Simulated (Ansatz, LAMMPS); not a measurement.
# Convergence of a linear-scaling basis for glassy 65SiO2-29K2O-6TiO2 (mol %) (93 atoms), part 2 of 2

Aim: test how closely localised support functions follow the reference on glassy 65SiO2-29K2O-6TiO2 (mol %) (93 atoms), and at what cost. A setting counts as converged where the r.m.s. difference of forces stays under 1 % of the r.m.s. force.

Ansatz 0.2.0; Kohn-Sham DFT, PBE, PAW (set soft_2), plane waves.

The cell: 20 Si, 18 K, 2 Ti and 53 O. The quench rate of 50 K/ps far exceeds what a furnace or splat quench reaches. The network of bonds at the start is that of the classical potential that made the cell. Sampling is at Γ alone, for a cell whose shortest periodic width is 11 Å.

So far. Step 4 (Support functions low): Forces differ from the reference by 0.57 meV/Å r.m.s., 0.044 % of their size, well within a tolerance of 1 %; the energy by -4.3 meV/atom. It took roughly 7.2 times the reference's time (one timing each, with unlike analyses asked), in 15 cycles against 11.

## 5. Support functions medium

The cell is solved in localised support functions. Besides, the program derives a nominal cutoff of 464 eV for this run, against the reference's 420.

This step: Kohn-Sham DFT, PBE, PAW (set soft_2), localised support functions (medium) (Ansatz 0.2.0).

The input, input.yaml:

```yaml
crystal:
  lattice:
    - [11.33118, 0.0, 0.0]
    - [0.0, 11.33118, 0.0]
    - [0.0, 0.0, 11.33118]
  atoms:
    [... the 93 atom lines of step 3 ...]
kpoints:
  mp_grid: { grid: [1, 1, 1] }
hamiltonian:
  xc: pbe
scf:
  occupations: { method: fixed }
  eigensolver: { kind: { support_functions: { accuracy: medium } } }
  max_iter: 150
output:
  forces: true
  eigenvalues: true
```

Launch:

```console
$ ansatz run input.yaml --threads 4 --pin off --max-ram 8192MiB --backend cpu --events-out ev --progress --plain --runs-dir out
```

Log:

```text
[...]
Warning: basis.ecutwfc = 464 eV, auto-derived: no grid that the accuracy of the support functions lays serves the files at the lower one that their records recommend; a deck with other species or settings can derive another value
[...]
Crystal: 93 atoms, lattice volume = 1454.874 Å³
Basis set: ecut = 464 eV, 33059 PW (Γ), exchange–correlation on 180×180×180 points (8 copies of the dense FFT grid, shifted against one another)
Bands: 351, of which v1, the nominal top of the filled ones, is band 292 counted from 1 (291 counted from 0)
Symmetry: 1 space group operations
k-points: 1
[...]
SCF iter   1: F=—  HF=-75545.768618 eV  |F-HF|=—  |Δ(HF+E_count)|=         —  Δρ=8.13e-2  dr2=1.24e2  ethr=1.00e-1
[...]
SCF iter  16: F=—  HF=-75561.422347 eV  |F-HF|=—  |Δ(HF+E_count)|=   9.59e-4  Δρ=1.35e-5  dr2=3.97e-6  ethr=2.41e-9  κ⁻¹=3.5e-4(r=7)
SCF iter  17: F=-75561.422346 eV  HF=-75561.422347 eV  |F-HF|=4.93e-7  |Δ(HF+E_count)|=   2.64e-7  Δρ=5.88e-6  dr2=1.42e-6  ethr=6.80e-10
SCF 1 converged in 17 iterations: F = -75561.439574 eV  dr2 = 1.42e-6
[...]
SCF converged after 17 iterations
[...]
Free energy (F): -75561.439574 eV
[...]
Internal energy: -75561.439574 eV  (E = F + TS)
E sigma→0 (E₀):  -75561.439574 eV
Fermi energy:    4.895809 eV
[...]
Σ components = -75561.439574   (vs F -75561.439574, Δ=0.00e0)
--- Forces (eV/Å), atoms counted from 1 ---
  atom   1  Si    -1.58661692     2.13674917    -1.44158799
  atom   2  Si    -0.31282637     1.03115923    -0.26387424
  atom   3  Si    -0.39129848    -1.26601625     0.95708612
  atom   4  Si     1.16612578     1.17278516    -0.80853851
[...]
atom  93  O      0.28109009     1.43492276     1.01038232
  max |Σ_I F_I| component: 1.23e-3 eV/Å
--- Band table (eV) ---
[...]
```

Elapsed: 3.7 min, on 4 threads of Arm Neoverse V1, shared host; peak memory 5 GiB; 14 min of CPU time.

Keys that differ from the reference: support_functions.accuracy = "medium" and scf.max_iter = 150.

Forces differ from the reference by 0.51 meV/Å r.m.s., 0.040 % of their size, well within a tolerance of 1 %; the energy by -4.3 meV/atom. It took roughly 7.7 times the reference's time (one timing each, with unlike analyses asked), in 17 cycles against 11.

## 6. Support functions medium, spacing 0.33 Å

The grid spacing sets how fine a wave the support functions can hold. Besides, the program derives a nominal cutoff of 464 eV for this run, against the reference's 420.

input.yaml, the sections that differ from step 5:

```yaml
scf:
  occupations: { method: fixed }
  eigensolver: { kind: { support_functions: { accuracy: medium, spacing: 0.33 } } }
  max_iter: 150
# crystal, kpoints, hamiltonian, output: as in step 5
```

Log:

```text
[...]
Crystal: 93 atoms, lattice volume = 1454.874 Å³
Basis set: ecut = 464 eV, 33059 PW (Γ), exchange–correlation on 160×160×160 points (8 copies of the dense FFT grid, shifted against one another)
Bands: 351, of which v1, the nominal top of the filled ones, is band 292 counted from 1 (291 counted from 0)
Symmetry: 1 space group operations
k-points: 1
[...]
SCF iter   1: F=—  HF=-75540.453274 eV  |F-HF|=—  |Δ(HF+E_count)|=         —  Δρ=8.12e-2  dr2=1.22e2  ethr=1.00e-1
[...]
SCF iter  17: F=-75558.701881 eV  HF=-75558.701882 eV  |F-HF|=3.91e-7  |Δ(HF+E_count)|=   9.20e-4  Δρ=6.31e-6  dr2=8.43e-7  ethr=4.55e-10
SCF 1 converged in 17 iterations: F = -75558.719736 eV  dr2 = 8.43e-7
[...]
SCF converged after 17 iterations
[...]
Free energy (F): -75558.719736 eV
[...]
Internal energy: -75558.719736 eV  (E = F + TS)
E sigma→0 (E₀):  -75558.719736 eV
Fermi energy:    4.900178 eV
[...]
--- Forces (eV/Å), atoms counted from 1 ---
  atom   1  Si    -1.62403657     2.14879684    -1.46476002
  atom   2  Si    -0.33504835     1.01803121    -0.25442385
  atom   3  Si    -0.39545096    -1.26810516     0.94537090
  atom   4  Si     1.16078829     1.19092823    -0.80432543
  atom   5  Si    -0.91399513     2.57682127    -2.42322036
  atom   6  Si    -0.97464847     0.83225004     2.88325263
  atom   7  Si     2.82930460    -0.36100262    -0.13612745
  atom   8  Si    -0.28174442    -1.46955849    -0.37680876
  atom   9  Si    -0.32813630    -0.48531808     0.80807441
  atom  10  Si     0.15559915     2.05441449    -2.79994870
  atom  11  Si    -0.91347424    -1.28915219    -1.07321294
  atom  12  Si     1.66940052     1.32020500     0.41589868
  atom  13  Si     0.33539293    -2.07986883    -3.82435242
  atom  14  Si    -0.69418359    -1.67427244     1.89456438
[...]
atom  92  O     -0.33852305     1.98938355     1.14467318
  atom  93  O      0.34328029     1.52136043     1.10233486
  max |Σ_I F_I| component: 4.89e-1 eV/Å
--- Band table (eV) ---
[...]
```

Wall time 85 s (4 threads); peak memory 2.2 GiB; 5.2 min of CPU time.

The program notes that the forces don't sum to zero within tolerance and the grid leaves an egg-box force.

Forces differ from the reference by 49 meV/Å r.m.s., 3.8 % of their size, over a tolerance of 1 %; the energy by +25 meV/atom. It took roughly 2.9 times the reference's time (one timing each, with unlike analyses asked), in 17 cycles against 11. The setting is coarser than the default on purpose.

## 7. Support functions medium, spacing 0.275 Å

The grid spacing sets how fine a wave the support functions can hold. Besides, the program derives a nominal cutoff of 464 eV for this run, against the reference's 420.

input.yaml, the sections that differ from step 6:

```yaml
scf:
  occupations: { method: fixed }
  eigensolver: { kind: { support_functions: { accuracy: medium, spacing: 0.275 } } }
  max_iter: 150
# crystal, kpoints, hamiltonian, output: as in step 6
```

Log:

```text
[...]
Crystal: 93 atoms, lattice volume = 1454.874 Å³
Basis set: ecut = 464 eV, 33059 PW (Γ), exchange–correlation on 160×160×160 points (8 copies of the dense FFT grid, shifted against one another)
Bands: 351, of which v1, the nominal top of the filled ones, is band 292 counted from 1 (291 counted from 0)
Symmetry: 1 space group operations
k-points: 1
[...]
SCF iter   1: F=—  HF=-75545.650033 eV  |F-HF|=—  |Δ(HF+E_count)|=         —  Δρ=8.15e-2  dr2=1.25e2  ethr=1.00e-1
[...]
SCF iter  17: F=-75561.711843 eV  HF=-75561.711843 eV  |F-HF|=4.31e-7  |Δ(HF+E_count)|=   3.69e-7  Δρ=5.27e-6  dr2=1.04e-6  ethr=4.15e-10
SCF 1 converged in 17 iterations: F = -75561.730060 eV  dr2 = 1.04e-6
[...]
SCF converged after 17 iterations
[...]
Free energy (F): -75561.730060 eV
[...]
Internal energy: -75561.730060 eV  (E = F + TS)
E sigma→0 (E₀):  -75561.730060 eV
Fermi energy:    4.895908 eV
[...]
--- Forces (eV/Å), atoms counted from 1 ---
  atom   1  Si    -1.59341164     2.13916225    -1.44908667
  atom   2  Si    -0.31120700     1.03091432    -0.26790166
  atom   3  Si    -0.39226682    -1.27399129     0.96008360
  atom   4  Si     1.17332771     1.17672042    -0.81345854
  atom   5  Si    -0.94659625     2.58106334    -2.44156557
  atom   6  Si    -0.99449284     0.85085636     2.85413921
  atom   7  Si     2.84290510    -0.35048572    -0.10920891
  atom   8  Si    -0.29503999    -1.47066415    -0.39709507
  atom   9  Si    -0.35194469    -0.50107653     0.78558210
  atom  10  Si     0.16635781     2.08332808    -2.81448704
  atom  11  Si    -0.88588327    -1.33401640    -1.04465623
  atom  12  Si     1.67287688     1.29916804     0.41286190
  atom  13  Si     0.32603114    -2.09216649    -3.81232892
  atom  14  Si    -0.67655835    -1.68317357     1.87969928
[...]
atom  92  O     -0.29954619     1.91470282     1.12213704
  atom  93  O      0.27791729     1.43934966     1.01257667
  max |Σ_I F_I| component: 2.87e-2 eV/Å
--- Band table (eV) ---
[...]
```

The job ended after 2.2 min (4 threads; peak memory 2.7 GiB).

Forces differ from the reference by 4.4 meV/Å r.m.s., 0.34 % of their size, within a tolerance of 1 %; the energy by -7.4 meV/atom. It took roughly 4.5 times the reference's time (one timing each, with unlike analyses asked), in 17 cycles against 11. The setting is coarser than the default on purpose.

## 8. Cost against change

Each row is set against the plane-wave reference (Kohn-Sham DFT, PBE, PAW (set soft_2), plane waves; r.m.s. force component 1.29 eV/Å). Energies are set beside the reference only for runs with its functional, potentials and electron count. Times are for 4 threads of Arm Neoverse V1, shared host. The reference's time includes the DOS, ELF, the stress and grids, which some other runs skip.

```csv
run,"Δ force, r.m.s. (meV/Å)",share of r.m.s. force (%),Δ energy (meV/atom),Δ gap (eV),cycles,time,host memory (GiB)
reference,-,-,-,-,11,29 s,1.9
support functions low,0.568,0.0441,-4.31,5.0e-4,15,3.5 min,5.0
support functions medium,0.514,0.0399,-4.31,-2.0e-4,17,3.7 min,5.0
"support functions medium, spacing 0.33 Å",49.1,3.81,24.9,0.0018,17,85 s,2.2
"support functions medium, spacing 0.275 Å",4.42,0.344,-7.44,5.0e-4,17,2.2 min,2.7
```

## 9. What the reference run shows

With the settings judged, the reference run is read for its physics.

Neighbours are counted within 2.16 Å (O-Si), 3.33 Å (O-K), 2.64 Å (O-Ti).

Length of the force by element and coordination:

```csv
element,coordination,atoms,mean length of the force (eV/Å),spread,least,most
K,all,18,0.640,0.309,0.217,1.41
K,3,1,0.238,0,0.238,0.238
K,4,1,0.604,0,0.604,0.604
K,5,9,0.668,0.231,0.310,1.04
K,6,4,0.553,0.323,0.217,1.04
K,7,2,0.968,0.441,0.527,1.41
K,9,1,0.520,0,0.520,0.520
O,all,53,2.05,1.19,0.432,5.97
O,2,7,1.97,1.10,0.955,4.46
O,3,20,2.01,1.14,0.432,5.53
O,4,18,2.12,1.38,0.486,5.97
O,5,5,1.74,0.932,0.680,3.41
O,6,3,2.67,0.391,2.12,2.95
Si,all,20,2.54,0.958,0.994,4.35
Ti,all,2,1.73,0.734,0.994,2.46
```

Löwdin charges by element and coordination (they lack the spilled electrons, 0.065 e an atom on average):

```csv
element,coordination,atoms,mean charge (e),spread,least,most
K,all,18,0.864,0.0099,0.843,0.880
K,3,1,0.880,0,0.880,0.880
K,4,1,0.877,0,0.877,0.877
K,5,9,0.860,0.0073,0.849,0.870
K,6,4,0.866,0.013,0.843,0.874
K,7,2,0.865,0.0059,0.859,0.871
K,9,1,0.864,0,0.864,0.864
O,all,53,-0.868,0.0911,-1.04,-0.702
O,2,7,-0.821,0.0349,-0.905,-0.796
O,3,20,-0.829,0.0577,-1.01,-0.767
O,4,18,-0.886,0.0926,-1.00,-0.702
O,5,5,-0.930,0.117,-1.04,-0.725
O,6,3,-1.02,0.0141,-1.03,-1.00
Si,all,20,1.68,0.059,1.60,1.79
Ti,all,2,1.39,0.0115,1.38,1.40
```

States in the cell by windows of 1 eV, zero at the Fermi level; the larger projections on atomic orbitals stand beside the total:

```csv
from (eV),to (eV),total,O p,Si p,Ti d
-10,-9,8.7,6.0,0.7,0.0
-9,-8,13.5,9.7,1.7,0.1
-8,-7,20.8,15.8,3.7,0.1
-7,-6,14.8,11.1,2.0,0.7
-6,-5,27.2,21.9,2.5,0.5
-5,-4,53.2,45.4,2.8,1.3
-4,-3,58.0,51.9,2.0,1.0
-3,-2,57.7,53.4,1.5,0.4
-2,-1,38.7,36.5,0.7,0.1
-1,0,15.8,14.9,0.3,0.0
0,1,1.6,1.5,0.0,0.0
1,2,6.0,0.9,0.1,4.7
2,3,9.8,1.3,0.2,5.5
3,4,9.8,0.8,0.2,1.8
4,5,17.8,1.5,1.3,2.5
```

With fixed occupations the program's Fermi level is the highest filled level; weight inside the gap is the broadening of levels at its edges.

Between -26 and -10 eV lie 222 more states.

The levels nearest the highest filled one (over half full), pooled over k-points and spins:

```csv
level less the highest filled one (eV),occupation
-0.568,2
-0.471,2
-0.350,2
-0.161,2
-0.0198,2
0,2
1.46,0
1.71,0
1.83,0
2.24,0
2.29,0
2.51,0
```

ELF in the ac plane at fractional y = 0.693, with atoms of Si and K and Ti and O within 0.2 Å of it. It is the smooth field of the valence electrons, not physical close to the nuclei.

Ten even steps from '0' (0.00) to '9' (0.87), each cell a mean:
```
10000000234212243200000003896797
12565200244314898840023212796796
25898510122127966961267741278973
26898510000027977962589983024311
23566300000015789831699995012333
52111000000001233111267762003567
52000000122100012211122210002456
32000024677520013442100000000133
10000047999840013431000000000001
00000037999730001210000001110000
00000013676310000000000113431000
10000000121000000000001134432232
40000000000000000000001211114677
61000000000000000000013432137898
41000000100000012200268897236887
10000036774100122200488688412442
00000289999500011122278688500111
51000499899710001566537897203788
95000389999500102632621332028999
95000037885103653456411100038999
62023100110027998521146531015899
10378620000137888831367741000122
01578620001236998720245420134321
00134200112112454200011101589985
```
Columns run along a (11.3 Å), rows up along c (11.3 Å). Atoms in or near the plane, at fractional coordinates: Si at (0.41, 0.98), Si at (0.81, 0.45), Si at (0.59, 0.76), K at (0.26, 0.26), Ti at (0.59, 0.23), O at (0.89, 0.95), O at (0.49, 0.87), O at (0.73, 0.32).

Electrostatic potential energy in the ac plane at fractional y = 0.693, with atoms of Si and K and Ti and O within 0.2 Å of it. With pseudopotentials it is smooth inside the atoms' cores, unlike the true potential.

Ten even steps from '0' (-41 eV) to '9' (12 eV), each cell a mean:
```
99998999987200058999999889830159
89999999998521345899999999840158
68778999998877300489999999986544
37768999999999511467775589986200
37899999999999876311364589987200
78999999999999986100168999998755
99999999999999987300378999999999
99999999888999998766789999999999
99999998525899999999999999999999
99999998535899999999999999999999
99999998878999999999999998899999
99999999999999999999999864468999
99999999999999999999998720016899
99999999999999999999998720016779
99999999999999999999998654368889
99999988778999999988983026889999
99999873225899998755662027999888
78999851003789986311366679988656
47888863115889985210158999986311
47888887668899987422368999986201
78888888888999645766789999987645
88877788899888313799999999999888
88877788998755556999999999999999
98888889987300168999999999986799
```
Columns run along a (11.3 Å; values clipped at the 3rd and 97th percentile), rows up along c (11.3 Å). Atoms in or near the plane, at fractional coordinates: Si at (0.41, 0.98), Si at (0.81, 0.45), Si at (0.59, 0.76), K at (0.26, 0.26), Ti at (0.59, 0.23), O at (0.89, 0.95), O at (0.49, 0.87), O at (0.73, 0.32).

Mean Löwdin charges: K +0.86, O -0.87, Si +1.68, Ti +1.39 e (they miss 1.0 % of the electrons, so they add up to more than the cell's charge). The largest share in the top eV of filled states is O p (96 % of the projected weight), and in the lowest eV of empty states Ti d (68 % of the projected weight).

## 10. Local order

These statistics describe the geometry on which the runs were made.

Density 2.52 g/cm³, 15.64 Å³ an atom.

Pair distribution functions g(r), in bins of 0.2 Å:

```csv
r (Å),total,O-O,O-Si,O-K,O-Ti,Si-Si,Si-K
1.40,0.06,0.00,0.25,0.00,0.00,0.00,0.00
1.60,3.71,0.00,15.15,0.00,0.00,0.00,0.00
1.80,0.51,0.00,1.43,0.00,6.48,0.00,0.00
2.00,0.20,0.00,0.00,0.00,8.28,0.00,0.00
2.20,0.00,0.00,0.00,0.00,0.00,0.00,0.00
2.40,0.24,0.48,0.00,0.40,0.00,0.00,0.00
2.60,2.19,5.58,0.00,1.70,0.00,0.00,0.00
2.80,1.37,1.84,0.07,3.03,0.00,0.35,0.00
3.00,0.69,0.50,0.19,1.43,0.00,2.25,0.36
3.20,0.87,0.40,0.37,0.90,0.00,5.71,1.24
3.40,0.73,0.43,0.32,0.84,0.48,0.00,2.10
3.60,1.04,0.82,1.18,0.80,0.40,0.00,2.50
3.80,1.17,0.75,2.20,0.68,0.38,0.00,2.10
4.00,1.19,0.70,1.87,0.68,2.38,0.71,2.02
4.20,1.14,0.72,1.95,0.93,1.22,1.16,1.11
4.40,0.99,0.85,1.05,0.97,3.62,0.89,0.58
4.60,0.89,1.14,0.60,0.94,1.04,1.48,0.47
4.80,1.04,1.43,0.67,1.23,0.94,1.12,0.34
5.00,1.03,1.40,0.54,1.33,0.23,1.16,0.51
5.20,1.08,1.39,0.71,1.14,0.81,1.51,0.59
5.40,0.96,1.08,0.88,1.19,0.19,0.79,0.61
5.60,0.93,0.76,1.11,0.95,1.38,1.11,0.51
```

Bonds by pair of elements; cutoffs follow the first minimum of g(r), held within bounds set by covalent radii, and pairs that aren't listed don't count as bonded:

```csv
pair A-B,cutoff (Å),bonds,mean length (Å),spread (Å),shortest (Å),B about A,A about B
O-Si,2.16,80,1.61,0.06,1.49,1.51,4
O-K,3.33,99,2.85,0.208,2.43,1.87,5.5
O-Ti,2.64,10,1.93,0.086,1.80,0.189,5
```

How many atoms have how many bonded neighbours:

```csv
element,mean,2,3,4,5,6,7,9
K,5.5,0,1,1,9,4,2,1
O,3.57,7,20,18,5,3,0,0
Si,4,0,0,20,0,0,0,0
Ti,5,0,0,0,2,0,0,0
```

Oxygen atoms by the number of network formers (Si, P, Ge, B, Al, As, Ga) bound to them:

```csv
network formers bound to O,O atoms,per cent
0,1,1.9
1,24,45.3
2,28,52.8
```

Network units: each former by its oxygen neighbours and how many of them bridge to another former:

```csv
former,O neighbours,bridging O,atoms
Si,4,1,1
Si,4,2,7
Si,4,3,7
Si,4,4,5
```

Rings of the network by King's shortest-path rule, up to 12 atoms, one path for each pair of neighbours; H, halogens, alkali and alkaline-earth atoms are left out:

```csv
ring size (atoms),rings,per network atom
8,6,0.08
10,5,0.067
12,6,0.08
```

Among the first-shell peaks of g(r) are those at about 2.6 Å (O-O), 1.6 Å (O-Si), 2.8 Å (O-K), 1.9 Å (O-Ti), 3.2 Å (Si-Si) and 3.5 Å (Si-K). Counting bonds as in the table, 50 % of K atoms have 5, 38 % of O atoms have 3, all Si atoms have 4 and all Ti atoms have 5 bonded neighbours. 53 % of the oxygens bridge two formers and 45 % are non-bridging; 2 % join none. Rings of 8 and 12 atoms are the most common (35 % each of those counted); sizes run from 8 to 12, where the search stops.

Local excerpt of 9 atoms (numbers count through the whole input) about O85, which has 6 bonded neighbours where the commonest count for O is 3; x, y, z are measured from there.

```csv
atom,x,y,z,distance (Å),bonds,Löwdin charge (e),Fx,Fy,Fz (eV/Å)
O85,0.00,0.00,0.00,0.00,6,-1.03,0.20,-2.65,-1.29
Si11,0.39,1.07,1.10,1.58,4,1.62,-0.89,-1.33,-1.05
O45,0.18,2.43,0.49,2.48,3,-1.01,-0.63,5.06,-2.16
O57,-0.55,0.84,2.37,2.57,4,-0.88,-2.54,-0.58,3.54
K37,-2.27,-0.92,1.25,2.75,5,0.86,-0.20,-0.31,0.24
K36,-0.40,-0.62,-2.65,2.75,5,0.86,0.41,-0.17,-0.02
O67,1.94,1.14,1.60,2.77,4,-0.84,2.75,-2.14,0.84
K22,-0.18,-2.76,-0.30,2.78,5,0.85,-0.04,-0.19,0.61
K25,1.75,1.68,-1.49,2.85,6,0.87,0.16,0.14,-0.05
```

## 11. Summary of results

```json
{
  "free energy per atom": "-812.4843 eV/atom",
  "pressure": "5.832 GPa",
  "r.m.s. force component": "1.287 eV/Å",
  "gap (highest filled to lowest empty level)": "1.456 eV",
  "wall time of the 5 DFT runs": "11 min"
}
```

In words: Against plane waves at 420 eV, the forces differ by 0.51 meV/Å (0.040 %) with support functions medium. At 93 atoms the fastest of the runs at a preset level, support functions low, takes roughly 7.2 times the time of plane waves (whose run also made extra analyses), in 15 SCF cycles against 11. Differences between support functions and plane waves include what basis error the plane-wave run still has.

The highest filled and lowest empty levels differ by 1.46 eV (at Γ alone); a semilocal functional tends to put such gaps too low. In a disordered cell it changes from sample to sample, and tail or defect levels can set it. Counting bonds as in the table, 50 % of K atoms have 5, 38 % of O atoms have 3, all Si atoms have 4 and all Ti atoms have 5 bonded neighbours. 53 % of the oxygens bridge two formers and 45 % are non-bridging; 2 % join none.

What to keep in mind: The force components of 1.3 eV/Å r.m.s. come partly from thermal motion and partly from the difference between the classical potential and DFT. The stress is far from hydrostatic: its diagonal is 5.8, 7.4, 4.3 GPa, compression counted positive. The pressure of 5.8 GPa is that of one thermal frame, in which the classical model's bond lengths enter as well as the volume, without the kinetic term. The pressure of a single frame lacks the kinetic term.

[Long decimals in the printed logs are rounded to 6 places.]

[Logs are printed without paths, hosts, clocks, repeated set-up lines and the standing remarks that a program may print on its own settings, such as how far it seeks lower states.]

[Hosts, paths, dates, database ids (printed as entryN), source tags and the programs' standing remarks are cut or masked in the printed files.]
